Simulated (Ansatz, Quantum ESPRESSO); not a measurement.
# Complex bands of C, diamond type, lattice constant set to 3.516 Å, part 2 of 3

Aim: how fast states decay in the gap of C, diamond type, lattice constant set to 3.516 Å.

Quantum ESPRESSO 7.5; plane-wave DFT, LDA, GBRV ultrasoft pseudopotentials; cross-check by Ansatz 0.2.0 with PAW datasets.

So far. Step 2 (SCF with pw.x): The run needed 7 iterations to bring the estimated error under 1e-09 Ry.

### 3. Complex band structure

Level of this step: complex band structure by pwcond; plane-wave DFT, LDA, GBRV ultrasoft pseudopotentials (Quantum ESPRESSO).

ikind = 0 solves one period of the crystal for all kz, real and complex, at each energy and k across. ewind and epsproj trim the two-dimensional plane-wave basis; nz1 sets the subslabs.

Input file cbs.in:

```
&inputcond
  outdir = './out'
  prefixl = 'scf'
  band_file = 'cbs'
  ikind = 0
  ewind = 4.0
  epsproj = 1e-05
  nz1 = 7
  energy0 = 7.44
  denergy = -0.24
/
4
  0.00000000 0.00000000 1.00000000
  0.50000000 0.00000000 1.00000000
  0.50000000 0.50000000 1.00000000
  0.25000000 0.00000000 1.00000000
40
```

Started as:

```sh
OMP_NUM_THREADS=1 mpirun -n 2 pwcond.x -in cbs.in > cbs.out
```

Output:

```text
[banner, memory and clock lines left out]
Program PWCOND v.7.5 starts

          URL

     ./out/scf.save/

     IMPORTANT: XC functional enforced from input :
     Exchange-correlation= PZ
                           (   1   1   0   0   0   0   0)
     Any further DFT definition will be discarded
     Please, verify this is what you really want

     Reading collected, re-writing distributed wavefunctions

===== INPUT FILE containing the left lead =====

     GEOMETRY:

     lattice parameter (alat)  =       4.6982  a.u.
     the volume                =     146.6605 (a.u.)^3
     the cross section         =      22.0732 (a.u.)^2
     l of the unit cell        =       1.4142 (alat)
     number of atoms/cell      =            4
     number of atomic types    =            1

     crystal axes: (cart. coord. in units of alat)
               a(1) = (  1.0000  0.0000  0.0000 )
               a(2) = (  0.0000  1.0000  0.0000 )
               a(3) = (  0.0000  0.0000  1.4142 )

   Cartesian axes

     site n.     atom                  positions (alat units)
          1        C      tau(  1)=(  0.0000  0.0000  1.4142  )
          2        C      tau(  2)=(  0.5000  0.0000  0.3536  )
          3        C      tau(  3)=(  0.5000  0.5000  0.7071  )
          4        C      tau(  4)=(  0.0000  0.5000  1.0607  )

     nr1s                      =           20
     nr2s                      =           20
     nr3s                      =           27
     nr1sx                     =           20
     nr2sx                     =           20
     nr3sx                     =           27
     nr1                       =           24
     nr2                       =           24
     nr3                       =           30
     nr1x                      =           24
     nr2x                      =           24
     nr3x                      =           30

 _______________________________
  Radii of nonlocal spheres:

     type       ibeta     ang. mom.          radius (alat units)
       C          1         0                    0.2804
       C          2         0                    0.2804
       C          3         1                    0.2804
       C          4         1                    0.2804
----- General information -----

----- Complex band structure calculation -----

     nrx                       =           20
     nry                       =           20
     nz1                       =            7

     energy0               =         7.4E+00
     denergy               =        -2.4E-01
     nenergy               =         40
     ecut2d                =         4.0E+01
     ewind                 =         4.0E+00
     epsproj               =         1.0E-05

     number of k_|| points=    4
                       cryst. coord.
        k(    1) = (   0.0000000   0.0000000), wk =   0.2500000
        k(    2) = (   0.5000000   0.0000000), wk =   0.2500000
        k(    3) = (   0.5000000   0.5000000), wk =   0.2500000
        k(    4) = (   0.2500000   0.0000000), wk =   0.2500000
----- Information about left lead -----

     nocros                   =            8
     noins                    =           24
     norb                     =           40
     norbf                    =           40
     nrz                      =           27

      iorb      type   ibeta   ang. mom.   m       position (alat)
        1        1       1        0        1   taunew(   1)=(  0.0000  0.0000  0.0000)
        2        1       2        0        1   taunew(   2)=(  0.0000  0.0000  0.0000)
        3        1       3        1        1   taunew(   3)=(  0.0000  0.0000  0.0000)
        4        1       3        1        2   taunew(   4)=(  0.0000  0.0000  0.0000)
        5        1       3        1        3   taunew(   5)=(  0.0000  0.0000  0.0000)
        6        1       4        1        1   taunew(   6)=(  0.0000  0.0000  0.0000)
        7        1       4        1        2   taunew(   7)=(  0.0000  0.0000  0.0000)
        8        1       4        1        3   taunew(   8)=(  0.0000  0.0000  0.0000)
        9        1       1        0        1   taunew(   9)=(  0.5000  0.0000  0.3536)
       10        1       2        0        1   taunew(  10)=(  0.5000  0.0000  0.3536)
       11        1       3        1        1   taunew(  11)=(  0.5000  0.0000  0.3536)
       12        1       3        1        2   taunew(  12)=(  0.5000  0.0000  0.3536)
       13        1       3        1        3   taunew(  13)=(  0.5000  0.0000  0.3536)
       14        1       4        1        1   taunew(  14)=(  0.5000  0.0000  0.3536)
       15        1       4        1        2   taunew(  15)=(  0.5000  0.0000  0.3536)
       16        1       4        1        3   taunew(  16)=(  0.5000  0.0000  0.3536)
       17        1       1        0        1   taunew(  17)=(  0.5000  0.5000  0.7071)
       18        1       2        0        1   taunew(  18)=(  0.5000  0.5000  0.7071)
       19        1       3        1        1   taunew(  19)=(  0.5000  0.5000  0.7071)
       20        1       3        1        2   taunew(  20)=(  0.5000  0.5000  0.7071)
       21        1       3        1        3   taunew(  21)=(  0.5000  0.5000  0.7071)
       22        1       4        1        1   taunew(  22)=(  0.5000  0.5000  0.7071)
       23        1       4        1        2   taunew(  23)=(  0.5000  0.5000  0.7071)
       24        1       4        1        3   taunew(  24)=(  0.5000  0.5000  0.7071)
       25        1       1        0        1   taunew(  25)=(  0.0000  0.5000  1.0607)
       26        1       2        0        1   taunew(  26)=(  0.0000  0.5000  1.0607)
       27        1       3        1        1   taunew(  27)=(  0.0000  0.5000  1.0607)
       28        1       3        1        2   taunew(  28)=(  0.0000  0.5000  1.0607)
       29        1       3        1        3   taunew(  29)=(  0.0000  0.5000  1.0607)
       30        1       4        1        1   taunew(  30)=(  0.0000  0.5000  1.0607)
       31        1       4        1        2   taunew(  31)=(  0.0000  0.5000  1.0607)
       32        1       4        1        3   taunew(  32)=(  0.0000  0.5000  1.0607)
       33        1       1        0        1   taunew(  33)=(  0.0000  0.0000  1.4142)
       34        1       2        0        1   taunew(  34)=(  0.0000  0.0000  1.4142)
       35        1       3        1        1   taunew(  35)=(  0.0000  0.0000  1.4142)
       36        1       3        1        2   taunew(  36)=(  0.0000  0.0000  1.4142)
       37        1       3        1        3   taunew(  37)=(  0.0000  0.0000  1.4142)
       38        1       4        1        1   taunew(  38)=(  0.0000  0.0000  1.4142)
       39        1       4        1        2   taunew(  39)=(  0.0000  0.0000  1.4142)
       40        1       4        1        3   taunew(  40)=(  0.0000  0.0000  1.4142)
    k slab    z(k)  z(k+1)     crossing(iorb=1,norb)
    1   0.0000 0.0524 0.0524   1111111100000000000000000000000000000000
    2   0.0524 0.1048 0.0524   1111111111111111000000000000000000000000
    3   0.1048 0.1571 0.0524   1111111111111111000000000000000000000000
    4   0.1571 0.2095 0.0524   1111111111111111000000000000000000000000
    5   0.2095 0.2619 0.0524   1111111111111111000000000000000000000000
    6   0.2619 0.3143 0.0524   1111111111111111000000000000000000000000
    7   0.3143 0.3666 0.0524   0000000011111111000000000000000000000000
    8   0.3666 0.4190 0.0524   0000000011111111000000000000000000000000
    9   0.4190 0.4714 0.0524   0000000011111111111111110000000000000000
   10   0.4714 0.5238 0.0524   0000000011111111111111110000000000000000
   11   0.5238 0.5762 0.0524   0000000011111111111111110000000000000000
   12   0.5762 0.6285 0.0524   0000000011111111111111110000000000000000
   13   0.6285 0.6809 0.0524   0000000011111111111111110000000000000000
   14   0.6809 0.7333 0.0524   0000000000000000111111110000000000000000
   15   0.7333 0.7857 0.0524   0000000000000000111111111111111100000000
   16   0.7857 0.8381 0.0524   0000000000000000111111111111111100000000
   17   0.8381 0.8904 0.0524   0000000000000000111111111111111100000000
   18   0.8904 0.9428 0.0524   0000000000000000111111111111111100000000
   19   0.9428 0.9952 0.0524   0000000000000000111111111111111100000000
   20   0.9952 1.0476 0.0524   0000000000000000000000001111111100000000
   21   1.0476 1.0999 0.0524   0000000000000000000000001111111100000000
   22   1.0999 1.1523 0.0524   0000000000000000000000001111111111111111
   23   1.1523 1.2047 0.0524   0000000000000000000000001111111111111111
   24   1.2047 1.2571 0.0524   0000000000000000000000001111111111111111
   25   1.2571 1.3095 0.0524   0000000000000000000000001111111111111111
   26   1.3095 1.3618 0.0524   0000000000000000000000001111111111111111
   27   1.3618 1.4142 0.0524   0000000000000000000000000000000011111111
 ngper, shell number =           69          13
 ngper, n2d =           69          58
---  E-Ef =    7.4400000  k =    0.0000000   0.0000000
---  ie =          1  ik =          1
 Nchannels of the left tip =            3
 Right moving states:
   k1(2pi/a)   k2(2pi/a)   E-Ef (eV)
   0.2120088  -0.0000000   7.4400000
   0.2123814  -0.0000000   7.4400000
   0.3040013   0.0000000   7.4400000
 Left moving states:
   k1(2pi/a)   k2(2pi/a)   E-Ef (eV)
  -0.2120088  -0.0000000   7.4400000
  -0.2123814  -0.0000000   7.4400000
  -0.3040013   0.0000000   7.4400000

---  E-Ef =    7.2000000  k =    0.0000000   0.0000000
---  ie =          2  ik =          1
 Nchannels of the left tip =            3
 Right moving states:
   k1(2pi/a)   k2(2pi/a)   E-Ef (eV)
   0.1941574  -0.0000000   7.2000000
   0.1945436  -0.0000000   7.2000000
   0.2848582   0.0000000   7.2000000
 Left moving states:
   k1(2pi/a)   k2(2pi/a)   E-Ef (eV)
  -0.1941574  -0.0000000   7.2000000
  -0.1945436  -0.0000000   7.2000000
  -0.2848582   0.0000000   7.2000000
[... further energies and points left out ...]
---  E-Ef =   -1.6800000  k =    0.2500000   0.0000000
---  ie =         39  ik =          4
 Nchannels of the left tip =            1
 Right moving states:
   k1(2pi/a)   k2(2pi/a)   E-Ef (eV)
  -0.2297444   0.0000000  -1.6800000
 Left moving states:
   k1(2pi/a)   k2(2pi/a)   E-Ef (eV)
   0.2297444   0.0000000  -1.6800000

---  E-Ef =   -1.9200000  k =    0.2500000   0.0000000
---  ie =         40  ik =          4
 Nchannels of the left tip =            3
 Right moving states:
   k1(2pi/a)   k2(2pi/a)   E-Ef (eV)
   0.2125236  -0.0000000  -1.9200000
  -0.2642524   0.0000000  -1.9200000
  -0.3354355  -0.0000000  -1.9200000
 Left moving states:
   k1(2pi/a)   k2(2pi/a)   E-Ef (eV)
  -0.2125236  -0.0000000  -1.9200000
   0.2642524   0.0000000  -1.9200000
   0.3354355   0.0000000  -1.9200000

Note: The following floating-point exceptions are signalling: IEEE_UNDERFLOW_FLAG IEEE_DENORMAL
Note: The following floating-point exceptions are signalling: IEEE_UNDERFLOW_FLAG IEEE_DENORMAL
```

The job ended after 12 s (2 MPI ranks of AMD EPYC 9R45, shared host; peak memory 0.11 GiB).

Numbers from this step:

- peak of the smallest κ at the zone centre: 0.309 Å⁻¹
- energy of the peak at the zone centre: 2.64 eV
- peak of the smallest κ at (1/4, 0): 0.539 Å⁻¹

K across = (0, 0) in the cell's reciprocal vectors; values within 0.0025 1/Å of each other count once, columns are sorted by size at each energy, a dash where no further value was kept. Table of Im kz of the slowest decaying states by energy, zero at the highest filled level of the SCF mesh:

```tsv
energy (eV)	decay 1 (Å⁻¹)	decay 2 (Å⁻¹)	decay 3 (Å⁻¹)
-1.92	1.55	2.38	2.77
-1.44	1.49	2.35	2.75
-0.96	1.42	2.33	2.73
-0.48	1.36	2.30	2.71
-0.24	1.32	2.29	2.69
0.00	0.011	0.036	1.29
0.24	0.13	0.189	1.25
0.72	0.214	0.318	1.18
1.20	0.26	0.404	1.09
1.68	0.288	0.469	1.01
2.16	0.304	0.523	0.911
2.64	0.309	0.567	0.803
2.88	0.309	0.587	0.742
3.36	0.301	0.6	0.621
3.84	0.285	0.401	0.65
4.32	0.258	0.675	2.03
4.80	0.217	0.695	2
5.28	0.151	0.712	1.97
5.76	0.211	0.726	1.94
6.00	0.37	0.731	1.93
6.48	0.539	0.739	1.9
6.96	0.641	0.745	1.87
7.44	0.713	0.748	1.84
```

K across = (0, 0) in the cell's reciprocal vectors. Re kz of states that move upwards against energy, zero at the highest filled level of the SCF mesh:

```tsv
energy (eV)	channel 1 (Å⁻¹)	channel 2 (Å⁻¹)	channel 3 (Å⁻¹)
-1.92	-0.555	-0.466	-0.465
-1.68	-0.516	-0.426	-0.425
-1.20	-0.430	-0.342	-0.342
-0.96	-0.382	-0.299	-0.298
-0.72	-0.328	-0.252	-0.252
-0.24	-0.185	-0.139	-0.138
0.00	-0.0115	-	-
0.24	-	-	-
0.72	-	-	-
0.96	-	-	-
1.20	-	-	-
1.68	-	-	-
1.92	-	-	-
2.16	-	-	-
2.64	-	-	-
2.88	-	-	-
3.36	-	-	-
3.60	-	-	-
3.84	-	-	-
4.32	-0.267	0.713	-
4.56	-0.873	-0.109	-
4.80	-0.720	-0.00626	-
5.28	-0.431	0.144	-
5.52	-0.249	0.204	-
5.76	0.0765	0.0786	0.258
6.24	0.198	0.199	0.353
6.48	0.241	0.241	0.396
6.72	0.279	0.279	0.435
7.20	0.347	0.348	0.509
7.44	0.379	0.380	0.543
```

K across = (1/2, 0) in the cell's reciprocal vectors; values within 0.0025 1/Å of each other count once, columns are sorted by size at each energy, a dash where no further value was kept. The Im kz of the slowest decaying states by energy, zero at the highest filled level of the SCF mesh:

```tsv
energy (eV)	decay 1 (Å⁻¹)	decay 2 (Å⁻¹)	decay 3 (Å⁻¹)
-1.92	0.294	0.772	2.02
-1.68	0.325	0.813	1.99
-1.20	0.375	0.868	1.94
-0.96	0.396	0.887	1.92
-0.72	0.415	0.901	1.89
-0.24	0.449	0.921	1.84
0.00	0.463	0.928	1.81
0.24	0.476	0.932	1.78
0.72	0.499	0.935	1.73
0.96	0.509	0.935	1.70
1.20	0.518	0.933	1.67
1.68	0.534	0.925	1.62
1.92	0.54	0.92	1.59
2.16	0.546	0.914	1.56
2.64	0.555	0.898	1.50
2.88	0.558	0.889	1.46
3.36	0.562	0.867	1.40
3.60	0.563	0.855	1.36
3.84	0.563	0.842	1.33
4.32	0.561	0.813	1.26
4.56	0.558	0.797	1.22
4.80	0.555	0.78	1.18
5.28	0.545	0.742	1.10
5.52	0.539	0.721	1.06
5.76	0.531	0.699	1.02
6.24	0.511	0.649	0.92
6.48	0.499	0.62	0.866
6.72	0.486	0.59	0.808
7.20	0.452	0.519	0.672
7.44	0.431	0.477	0.587
```

K across = (1/2, 1/2) in the cell's reciprocal vectors; values within 0.0025 1/Å of each other count once, columns are sorted by size at each energy, a dash where no further value was kept. Im kz of the slowest decaying states against energy, zero at the highest filled level of the SCF mesh:

```tsv
energy (eV)	decay 1 (Å⁻¹)	decay 2 (Å⁻¹)	decay 3 (Å⁻¹)
-1.92	0.53	2.94	3.15
-1.68	0.531	2.93	3.14
-1.44	0.531	2.92	3.13
-1.20	0.529	2.91	3.13
-0.96	0.527	2.90	3.12
-0.72	0.524	2.88	3.11
-0.48	0.521	2.87	3.10
-0.24	0.516	2.86	3.09
0.00	0.511	2.85	3.08
0.24	0.504	2.84	3.07
0.72	0.489	2.81	3.05
0.96	0.48	2.8	3.04
1.20	0.47	2.79	3.04
1.44	0.459	2.77	3.03
1.68	0.447	2.76	3.02
1.92	0.434	2.75	3.01
2.16	0.42	2.74	3.00
2.40	0.405	2.73	2.99
2.64	0.388	2.71	2.98
2.88	0.369	2.7	2.97
3.12	0.349	2.69	2.96
3.36	0.326	2.67	2.95
3.60	0.301	2.66	2.94
3.84	0.272	2.65	2.93
4.08	0.238	2.64	2.92
4.32	0.197	2.62	2.91
4.56	0.143	2.61	2.90
4.80	0.037	2.60	2.89
5.28	2.57	2.87	-
5.52	2.56	2.86	-
5.76	2.54	2.85	-
6.00	2.53	2.84	-
6.24	2.51	2.83	-
6.48	2.50	2.82	-
6.72	2.48	2.81	-
6.96	2.47	2.80	-
7.20	2.46	2.79	-
7.44	2.44	2.78	-
```

K across = (1/4, 0) in the cell's reciprocal vectors; values within 0.0025 1/Å of each other count once, columns are sorted by size at each energy, a dash where no further value was kept. Im kz of the slowest decaying states against energy, zero at the highest filled level of the SCF mesh:

```tsv
energy (eV)	decay 1 (Å⁻¹)	decay 2 (Å⁻¹)	decay 3 (Å⁻¹)
-1.92	1.70	1.84	2.30
-1.68	0.112	1.67	1.82
-1.20	0.242	1.61	1.79
-0.96	0.283	1.58	1.77
-0.72	0.102	0.317	1.55
-0.24	0.283	0.371	1.49
0.00	0.333	0.394	1.46
0.24	0.372	0.414	1.43
0.72	0.433	0.448	1.37
0.96	0.456	0.463	1.33
1.20	0.475	1.3	1.60
1.68	0.498	0.506	1.23
1.92	0.507	0.517	1.20
2.16	0.515	0.526	1.16
2.64	0.528	0.538	1.08
2.88	0.533	0.541	1.04
3.36	0.539	0.958	1.43
3.60	0.538	0.541	0.912
3.84	0.533	0.541	0.863
4.32	0.515	0.539	0.755
4.56	0.503	0.537	0.693
4.80	0.487	0.533	0.624
5.28	0.446	0.521	1.28
5.52	0.314	0.42	0.513
5.76	0.388	0.504	1.24
6.24	0.303	0.48	1.21
6.48	0.241	0.465	1.20
6.72	0.148	0.448	1.18
7.20	0.403	1.15	1.22
7.44	0.373	1.14	1.17
```

The program's own clock; routines nest. Time by routine:

```tsv
routine	wall time (s)	calls
PWCOND	11.24	1
scatter_forw	6.33	160
compbs	4.47	160
compbs_2	4.26	160
init	0.33	1
local	0.09	4
poten	0.08	1
```

(Continued in part 3 of 3.)

[Logs are printed without paths, hosts, clocks, repeated set-up lines and the standing remarks that a program may print on its own settings, such as how far it seeks lower states.]

[Hosts, paths, dates, database ids (printed as entryN), source tags and the programs' standing remarks are cut or masked in the printed files.]

[Maps of the electrostatic potential energy from Ansatz leave out the sawtooth potential of an applied field or a dipole correction, so their vacuum need not be flat; planar profiles and work functions include it.]
